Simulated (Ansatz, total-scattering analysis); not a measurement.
# Assigning the peaks of a pair distribution function

The sample: formamide (16 formamide; N 16.7, C 16.7, O 16.7, H 50.0 atom %) at 370 K, fixed volume (mean pressure 0.6 GPa), ρ₀ = 0.0906 Å⁻³. The data come from ab initio molecular dynamics with Ansatz (revPBE-D3(BJ), plane waves, PAW default files, Langevin thermostat, no spin, fixed volume, H with the mass of D). The average runs over 0.51 ps of 96 atoms, so shells between rare elements are rough. Mean temperature 363 K, largest m.s.d. 1.04 Å², energy drift +3 meV an atom (last third less first, no steady trend), Langevin friction 10 ps⁻¹; the first quarter of the run is discarded. Preparation: last frame of a classical run of this cell, a melt at this density, then 0.3 ps at 370 K with a cheaper basis and a friction of 10 ps⁻¹ (mean temperature of the first stage 374 K), too short to forget the start in full. So short a stretch relaxes bonds and nearest shells but still remembers its start. It is a liquid that moves slowly on the time of the run as far as so short a run tells.

S(Q) is the Faber–Ziman total, Σ ci cj fi fj (Sij − 1)/⟨f⟩² + 1. Below 4 Å⁻¹ the partials are summed on the cell's own reciprocal vectors (from 0.62 Å⁻¹) and folded with a Gaussian of σ = 0.14 Å⁻¹; above it they are transforms of g(r) out to 6.9 Å, tapered over the last 40 %. The fold lowers sharp peaks, and with so few vectors their positions are good to about 0.1 Å⁻¹. X-rays take neutral-atom form factors, neutrons coherent lengths (N 9.36, C 6.6472, O 5.8037, H 6.6681 fm). Hydrogen is taken as deuterium. G(r) = 4πrρ₀[g(r) − 1] carries the resolution of a Lorch-windowed transform up to 20 Å⁻¹. The patterns are simulated, not measured. The cell is small: beyond half the box only the part of each shell inside it is counted, and low-Q values rest on few vectors.

| Q (Å⁻¹) | X-ray | neutron |
| --- | --- | --- |
| 0.6 | -0.27 | 0.28 |
| 0.9 | -0.15 | 0.32 |
| 1.2 | 0.24 | 0.61 |
| 1.5 | 0.98 | 1.21 |
| 1.8 | 2.53 | 2.00 |
| 2.1 | 1.83 | 1.43 |
| 2.4 | 1.07 | 1.08 |
| 2.7 | 0.70 | 1.00 |
| 3.0 | 0.54 | 0.79 |
| 3.3 | 0.55 | 0.80 |
| 3.6 | 0.71 | 0.79 |
| 3.9 | 0.85 | 0.87 |
| 4.2 | 0.78 | 0.87 |
| 4.5 | 0.69 | 0.78 |
| 4.8 | 0.73 | 0.70 |
| 5.1 | 0.94 | 0.72 |
| 5.4 | 1.17 | 0.82 |
| 5.7 | 1.31 | 0.95 |
| 6.0 | 1.33 | 1.06 |
| 6.3 | 1.28 | 1.15 |
| 6.6 | 1.24 | 1.21 |
| 6.9 | 1.18 | 1.24 |
| 7.2 | 1.06 | 1.20 |
| 7.5 | 0.89 | 1.12 |
| 7.8 | 0.78 | 1.04 |
| 8.1 | 0.76 | 1.00 |
| 8.4 | 0.81 | 0.99 |
| 8.7 | 0.89 | 0.98 |
| 9.0 | 0.96 | 0.97 |
| 9.3 | 0.97 | 0.96 |
| 9.6 | 0.95 | 0.96 |
| 9.9 | 0.96 | 0.95 |
| 10.2 | 1.02 | 0.95 |
| 10.5 | 1.08 | 0.95 |
| 10.8 | 1.14 | 0.96 |
| 11.1 | 1.17 | 0.95 |
| 11.4 | 1.16 | 0.95 |
| 11.7 | 1.11 | 0.96 |
| 12.0 | 1.04 | 0.99 |

G(r):

X-ray, r (Å) and value: 0.6 -0.52, 0.7 -0.57, 0.8 -0.58, 0.9 -0.86, 1.0 -0.90, 1.1 0.65, 1.2 3.44, 1.3 4.56, 1.4 2.41, 1.5 -0.64, 1.6 -2.04, 1.7 -1.99, 1.8 -1.69, 1.9 -1.68, 2.0 -1.69, 2.1 -1.24, 2.2 -0.33, 2.3 0.10, 2.4 -0.71, 2.5 -1.90, 2.6 -2.28, 2.7 -1.90, 2.8 -1.38, 2.9 -0.94, 3.0 -0.57, 3.1 -0.39, 3.2 -0.36, 3.3 -0.18, 3.4 0.36, 3.5 1.11, 3.6 1.66, 3.7 1.73, 3.8 1.41, 3.9 1.10, 4.0 0.90, 4.1 0.66, 4.2 0.41, 4.3 0.34, 4.4 0.47, 4.5 0.57, 4.6 0.47, 4.7 0.32, 4.8 0.31, 4.9 0.34, 5.0 0.21, 5.1 -0.04, 5.2 -0.21, 5.3 -0.24, 5.4 -0.23, 5.5 -0.26, 5.6 -0.29, 5.7 -0.33, 5.8 -0.46, 5.9 -0.69, 6.0 -0.81

neutron, r (Å) and value: 0.6 -0.65, 0.7 -0.92, 0.8 -0.58, 0.9 0.90, 1.0 2.47, 1.1 2.66, 1.2 1.60, 1.3 0.53, 1.4 -0.31, 1.5 -1.06, 1.6 -1.41, 1.7 -1.32, 1.8 -1.04, 1.9 -0.53, 2.0 0.16, 2.1 0.38, 2.2 -0.15, 2.3 -0.80, 2.4 -1.11, 2.5 -1.24, 2.6 -1.30, 2.7 -1.20, 2.8 -0.92, 2.9 -0.55, 3.0 -0.17, 3.1 0.06, 3.2 0.08, 3.3 0.10, 3.4 0.22, 3.5 0.41, 3.6 0.56, 3.7 0.58, 3.8 0.49, 3.9 0.39, 4.0 0.34, 4.1 0.28, 4.2 0.24, 4.3 0.28, 4.4 0.38, 4.5 0.46, 4.6 0.50, 4.7 0.50, 4.8 0.43, 4.9 0.34, 5.0 0.22, 5.1 0.11, 5.2 0.02, 5.3 -0.02, 5.4 -0.05, 5.5 -0.13, 5.6 -0.26, 5.7 -0.35, 5.8 -0.36, 5.9 -0.35, 6.0 -0.33

Q: Assign the low-r maxima. Which coordination numbers can be read off, and what are they?

Each pair enters with the weight ci cj fi fj (2 − δij)/⟨f⟩², taking f = Z for X-rays at Q = 0: H–H 0.02 / 0.23; N–H 0.07 / 0.21; N–O 0.19 / 0.06; C–O 0.17 / 0.04; C–H 0.06 / 0.15; N–C 0.15 / 0.07; O–H 0.08 / 0.13; O–O 0.11 / 0.02 (X-ray / neutron).

| radiation | maximum (Å) | G (Å⁻²) | pairs that make it (share of the curvature of G, each pair at the same resolution) |
| --- | --- | --- | --- |
| X-ray | 1.28 | 4.61 | C–O 61 %, N–C 39 % |
| X-ray | 2.29 | 0.11 | N–O 99 % |
| X-ray | 3.66 | 1.77 | C–O 45 %, O–O 30 %, N–C 20 % |
| neutron | 1.06 | 2.80 | N–H 78 %, C–H 22 % |
| neutron | 2.08 | 0.41 | C–H 42 %, N–H 33 %, O–H 23 % |
| neutron | 3.66 | 0.59 | C–O 32 %, N–C 27 %, O–H 17 %, O–O 14 % |

The first shell (N–H, 1.02 Å) shares its range with C–H (1.11 Å), C–O (1.24 Å) and N–C (1.35 Å), so its area is a weighted sum. The maxima can be assigned, but 2 totals can't separate 10 partials, so the counts below come from the model itself.

From the coordinates:

```
pair  first peak (Å)  g there  first minimum (Å)  g there                neighbours                               kind
 N–H            1.02     36.5               1.32     0.00  2.0 H per N, 0.7 N per H                   within molecules
 C–H            1.11     14.6               1.42     0.00  1.0 H per C, 0.3 C per H                   within molecules
 C–O            1.24     41.9               1.60     0.00  1.0 O per C, 1.0 C per O                   within molecules
 N–C            1.35     32.5               1.72     0.00  1.0 C per N, 1.0 N per C                   within molecules
 H–H            1.75      2.4               2.00     0.16                       0.7                   within molecules
 O–H            2.05      4.2               2.32     0.83  2.5 H per O, 0.8 O per H  57 % within molecules at the peak
 N–O            2.30      8.2               2.54     0.11  1.0 O per N, 1.0 N per O                   within molecules
 O–O            3.59      2.2               4.42     0.98                       4.4                  between molecules
 C–C            3.91      2.2               5.52     0.73                      10.6                  between molecules
```

Distances within molecules give the sharpest pair functions, and with hydrogen they rule the neutron S(Q) at high Q: N–H 1.02 Å, C–H 1.11 Å, C–O 1.24 Å, N–C 1.35 Å, H–H 1.75 Å and N–O 2.30 Å (first peaks only). On the last frame 66 % of the H on O, N or F point at an acceptor of another molecule or at an anion within hydrogen-bond range (2.35 Å to O, N, F; 2.85 Å to Cl, Br, I).

[Logs are printed without paths, hosts, clocks, repeated set-up lines and the standing remarks that a program may print on its own settings, such as how far it seeks lower states.]
